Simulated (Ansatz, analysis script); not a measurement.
# Free-standing triangular Ni monolayer, spacing 2.778 Å: E(q) by the generalised Bloch theorem, part 2 of 2

Aim: the energy of a free-standing triangular Ni monolayer, spacing 2.778 Å as its moments wind into spirals of wavevector q.

Ansatz 0.2.0; PBEsol, PAW set soft_1 (files made for PBE).

So far. Step 6 (q = (0.167, 0, 0)): The energy of the cell lies 24.2 meV above that at q = 0, and the largest moment is 0.953 μB against 0.984 μB.

## Step 7: q = (0.333, 0, 0)

Level of this step: Ansatz DFT, spin spiral by the generalised Bloch theorem, no spin-orbit coupling; PBEsol, PAW set soft_1; PAW set soft_1 (Ansatz).

input.yaml reads:

```yaml
crystal:
  lattice:
    - [2.778, 0.0, 0.0]
    - [-1.389, 2.405819, 0.0]
    - [0.0, 0.0, 14.0]
  atoms:
    - { symbol: Ni, position: [0.0, 0.0, 0.5], spin: 0.98, spin_axis: [1.0, 0.0, 0.0] }
kpoints:
  mp_grid: { grid: [24, 24, 1] }
hamiltonian:
  xc: pbesol
  pseudopotentials: { kind: paw, azcp: { folder: soft_1 }, xc_functional: pbe }
scf:
  occupations: { method: fermi_dirac, width: 0.1 }
  max_iter: 120
  convergence: { dr2_threshold: 1.0e-08 }
  lower_state_search: "off"
basis:
  ecutwfc: 420.0
magnetization:
  noncollinear: true
  spin_spiral: { q: [0.33333333, 0.0, 0.0] }
checkpoint:
  read: start
```

The run is started by

```console
ansatz run input.yaml --threads 1 --pin off --max-ram 2048MiB --backend cpu --events-out ev --progress --plain --runs-dir out
```

Numbers of over 12 decimals in the logs are rounded to 6 here.

Log:

```text
[...]
Crystal: 1 atoms, lattice volume = 93.567 Å³
Basis set: ecut = 420 eV, 1847 PW (Γ)
Bands: 26, of which v1, the nominal top of the filled ones, is band 18 counted from 1 (17 counted from 0)
Symmetry: 4 space group operations
k-points: 157 of 576
[...]
SCF iter  14: F=-5802.661878 eV  HF=-5802.661878 eV  |F-HF|=5.64e-11  |Δ(HF+E_count)|=   1.49e-8  Δρ=2.69e-6  dr2=1.77e-9  dr2_m=1.38e-9  ethr=5.56e-11  |M|=8.03e-1 ∫|m|=8.87e-1 μB  |m|>n=2.7e-2 m-floor=2.7e-2 τ_xc=8.5e-4 mc-row=2.7e-2  ⟨swp⟩=2.3  Hψ=13772  notcnv=0
SCF 1 converged in 14 iterations: F = -5802.661878 eV  dr2 = 1.77e-9
[...]
SCF converged after 14 iterations
Magnetization: |M| = 0.8029 μB,  M = (+0.8029, +0.0000, +0.0000) μB
Absolute magnetization: 0.8870 μB (∫|m|, with the PAW one-centre terms)
  site 0: m = (+0.8466, +0.0000, +0.0000) μB, |m| = 0.8466 μB  (R = 1.15 Å)
Free energy (F): -5802.661878 eV
[...]
Internal energy: -5802.507438 eV  (E = F + TS)
E sigma→0 (E₀):  -5802.584658 eV
Entropy (-TS):   -0.154440 eV (-154.440 meV/atom)
Fermi energy:    -2.438968 eV
[...]
```

It took 1.7 min on 1 thread of Arm Neoverse V2, shared host; peak memory 0.94 GiB.

The energy of the cell lies 60.9 meV above that at q = 0, and the largest moment is 0.847 μB against 0.984 μB.

## Step 8: q = (0.5, 0, 0)

input.yaml, as its differences from that of step 7:

```diff
@@ -21,3 +21,3 @@
   noncollinear: true
-  spin_spiral: { q: [0.33333333, 0.0, 0.0] }
+  spin_spiral: { q: [0.5, 0.0, 0.0] }
 checkpoint:
```

Log:

```text
[...]
Crystal: 1 atoms, lattice volume = 93.567 Å³
Basis set: ecut = 420 eV, 1847 PW (Γ)
Bands: 26, of which v1, the nominal top of the filled ones, is band 18 counted from 1 (17 counted from 0)
Symmetry: 4 space group operations
k-points: 157 of 576
[...]
SCF iter  15: F=-5802.652064 eV  HF=-5802.652064 eV  |F-HF|=5.46e-12  |Δ(HF+E_count)|=  8.37e-11  Δρ=5.56e-7  dr2=7.68e-11  dr2_m=6.46e-11  ethr=2.03e-11  |M|=7.64e-1 ∫|m|=8.26e-1 μB  |m|>n=2.6e-2 m-floor=2.6e-2 τ_xc=1.1e-4 mc-row=2.6e-2  ⟨swp⟩=1.9  Hψ=11653  notcnv=0
SCF 1 converged in 15 iterations: F = -5802.652064 eV  dr2 = 7.68e-11
[...]
SCF converged after 15 iterations
[...]
Magnetization: |M| = 0.7637 μB,  M = (+0.7637, +0.0000, +0.0000) μB
Absolute magnetization: 0.8259 μB (∫|m|, with the PAW one-centre terms)
  site 0: m = (+0.8031, +0.0000, +0.0000) μB, |m| = 0.8031 μB  (R = 1.15 Å)
Free energy (F): -5802.652064 eV
[...]
Internal energy: -5802.498998 eV  (E = F + TS)
E sigma→0 (E₀):  -5802.575531 eV
Entropy (-TS):   -0.153065 eV (-153.065 meV/atom)
Fermi energy:    -2.440529 eV
[...]
```

Run time: 2 min. Hardware: 1 thread; peak memory 0.96 GiB.

The energy of the cell lies 70.7 meV above that at q = 0, and the largest moment is 0.803 μB against 0.984 μB.

The other 3 runs of this kind were made alike; their results stand in the table below.

## Step 9: Other settings

A test of how the program answers to a changed input.

input.yaml, the sections that differ from step 8:

```yaml
crystal:
  lattice:
    - [2.778, 0.0, 0.0]
    - [-1.389, 2.405819, 0.0]
    - [0.0, 0.0, 14.0]
  atoms:
    - { symbol: Ni, position: [0.0, 0.0, 0.5], spin: 0.98, spin_axis: [0, 0, 1] }
scf:
  occupations: { method: fermi_dirac, width: 0.1 }
  max_iter: 50
  convergence: { dr2_threshold: 1.0e-08 }
  lower_state_search: "off"
# kpoints, hamiltonian, basis, magnetization: as in step 8
# checkpoint: removed
```

The run is started by

```console
ansatz run input.yaml --threads 4 --pin off --max-ram 8192MiB --backend cpu --events-out ev --progress --plain --runs-dir out
```

Log:

```text
Error: inconsistent input (magnetization.spin_spiral, crystal.atoms[].spin_axis): no atom starts with a moment across z, which is what a spiral turns (a moment without a spin_axis starts along z); type a spin_axis across z, or at a slant to it for a cone
```

It took 0.02 s on 4 threads; peak memory 0.044 GiB.

The input was rejected at the start.

The program's message: “Error: inconsistent input (magnetization.spin_spiral, crystal.atoms[].spin_axis): no atom starts with a moment across z, which is what a spiral turns (a moment without a spin_axis starts along z); typ …”

The change that led to it: crystal = "atoms' starts".

## Step 10: Side runs that gave no result

| changed | outcome |
| --- | --- |
| crystal.lattice | cut off at the time limit |

## Step 11: Analysis

| q (reciprocal lattice) | path length (1/Å) | E(q) − E(0) (meV a magnetic atom) | \|m\| Ni no. 1 (μB) |
| --- | --- | --- | --- |
| (0, 0, 0) | 0.000 | 0.00 | 0.98 |
| (0.167, 0, 0) | 0.435 | 24.16 | 0.95 |
| (0.333, 0, 0) | 0.871 | 60.92 | 0.85 |
| (0.5, 0, 0) | 1.306 | 70.73 | 0.80 |
| (0.417, 0.167, 0) | 1.683 | 74.79 | 0.79 |
| (0.333, 0.333, 0) | 2.060 | 72.74 | 0.82 |
| (0.25, 0.25, 0) | 2.437 | 71.51 | 0.83 |
| (0.083, 0.083, 0) | 3.191 | 19.14 | 0.96 |
| (0, 0, 0) | 3.568 | 0.00 | 0.98 |

## Step 12: Exchange couplings from E(q)

For rigid moments E(q) is a sum of cosines over neighbour shells, so a fit gives the couplings, and from them an ordering temperature.

E = −Σ J e·e over ordered pairs (each pair twice, J > 0 for parallel moments) is fitted to 7 points (copies by symmetry counted).

The fitted shells:

| pair | distance (Å) | neighbours a magnetic atom | J (meV) |
| --- | --- | --- | --- |
| Ni-Ni | 2.778 | 6 | 7.803 |
| Ni-Ni | 4.812 | 6 | 1.351 |
| Ni-Ni | 5.556 | 6 | 0.6017 |
| Ni-Ni | 7.35 | 12 | -0.1137 |

Numbers from this step:

| Property | Result |
| --- | --- |
| r.m.s. miss of the fit | 0.8572 meV |
| ordering temperature, mean field | 442.3 K |
| wavevector of the mean-field order | 0, 0, 0 reciprocal lattice |

## Step 13: Results

| Item | Value |
| --- | --- |
| lowest point of the path | q = 0 |
| highest point | 74.8 meV a magnetic atom |
| J of the nearest shell | 7.80 meV |
| mean-field temperature | 442 K |

**Reading.** No spiral that was run lies below the ferromagnetic state at q = 0, and winding the moments costs up to 74.8 meV a magnetic atom. The moments change by at most 20 % from their size at q = 0, a modest change. The fit misses by 1.1 % of the energy range, so the shells describe the path well, though few points can't fix distant couplings. In a sheet or chain isotropic couplings alone give no order above 0 K (Mermin and Wagner), so the mean-field number is only an energy scale. The temperatures are those of classical unit spins, and mean field runs high. The 8 spiral runs took 16 min of wall time, added up. Energies are free energies at a smearing of 0.1 eV, and with partly filled levels differences shift, at times strongly, as the smearing goes to zero. The cell was taken as built, with atoms unrelaxed. In doubt: the program's search for lower states was switched off, so a lower magnetic state than those reached may exist.

[Logs and program files are shortened in this print: banners, set-up blocks, solver, clock and traceback lines can be left out without a mark of their own.]

[Logs are printed without paths, hosts, clocks, repeated set-up lines and the standing remarks that a program may print on its own settings, such as how far it seeks lower states.]

[Hosts, paths, dates, database ids (printed as entryN), source tags and the programs' standing remarks are cut or masked in the printed files.]
